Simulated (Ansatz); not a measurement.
# Static equation of state of glassy B2O3 (120 atoms)

Density of this cell: 1.86 g/cm³. The cell holds 120 atoms: 48 B and 72 O. Cell: a = 12.098 Å, b = 11.753 Å, c = 10.629 Å, α = 93.2°, β = 85.3°, γ = 82.5°. The starting structure: 120 atoms (48 B, 72 O) placed at random at 1.8 g/cm³, melted at 3000 K for 20 ps at fixed volume with the Buckingham and Coulomb pair potential of Guillot and Sator (Geochim. Cosmochim. Acta 71, 1249 (2007)) with the boron terms of Wang et al. (J. Non-Cryst. Solids 498, 294 (2018)). Quenched from 3000 K to 300 K at 20 K/ps and fixed volume, held 5 ps. The density is a measured one.

Calculated with Ansatz 0.2.0: Kohn-Sham DFT, PBEsol, PAW (set soft_2), plane waves; cutoff 420 eV, Γ point, fixed occupations. Cell and atoms were relaxed first, to V0 = 12.418 Å³ an atom at a residual P0 = -0.003 GPa. The cell was then scaled evenly, and the atoms were relaxed at each volume.

```
volume (Å³/atom)  pressure (GPa)
          11.177               ?
          11.673           1.059
          12.046          0.6231
          12.791         -0.6410
          13.164          -1.188
```

**Question.** Fit the third-order Birch–Murnaghan equation to the rows given and extrapolate to the withheld row.

Worked fit:

Take the Eulerian strain f = ½[(V0/V)^(2/3) − 1] and the normalised pressure F = (P − P0) / [3f(1 + 2f)^(5/2)]. The third-order Birch–Murnaghan equation is then the line F = B0 + (3/2)B0(B′ − 4) f, so u = f and v = F.

| u = f | v = F (GPa) |
| --- | --- |
| 0.0210566 | 15.1547 |
| 0.0102568 | 19.3314 |
| -0.00975651 | 22.9095 |
| -0.0190503 | 22.8494 |

With n = 4: mean u = 6.2665e-4, mean v = 20.0612, Σ(u − ū)² = 0.0010051, Σ(u − ū)(v − v̄) = -0.19171. Slope b = -0.19171 / 0.0010051 = -190.73; intercept a = v̄ − b ū = 20.181.

So B0 = a = 20.2 GPa and B′ = 4 + 2b/(3a) = -2.30. At the withheld volume f = 0.03638, F = a + b f = 13.24 GPa, and P = P0 + 3f(1 + 2f)^(5/2) F.

Prediction at 11.177: 1.720 GPa. The run gave 1.907 GPa, so the fit is low by 0.19 GPa (9.8 % of the value).

The series isn't one smooth equation of state: even a line fitted to all rows, the withheld one included, misses F by up to 10.3 % and an atom moves over 0.5 Å in some relaxation. B0 and B′ are then only the numbers of this fit, not moduli of the material. Among the rows given, the largest miss of the fit is at 11.673, by 0.071 GPa (2.3 % of the range of the table).

Limits: Static cells at zero temperature; the cell shape is held. The program notes that the SCF threshold of these relaxations is loose for the stress. The quench rate of 20 K/ps is many orders above laboratory rates, so the cell is likely richer in defects and strain than a real sample. The network of bonds at the start is that of the classical potential that made the cell, and needn't be the one that DFT or experiment would give. Only the Γ point is sampled, in a cell whose shortest periodic width is 11 Å.

[Logs are printed without paths, hosts, clocks, repeated set-up lines and the standing remarks that a program may print on its own settings, such as how far it seeks lower states.]

[Hosts, paths, dates, database ids (printed as entryN), source tags and the programs' standing remarks are cut or masked in the printed files.]
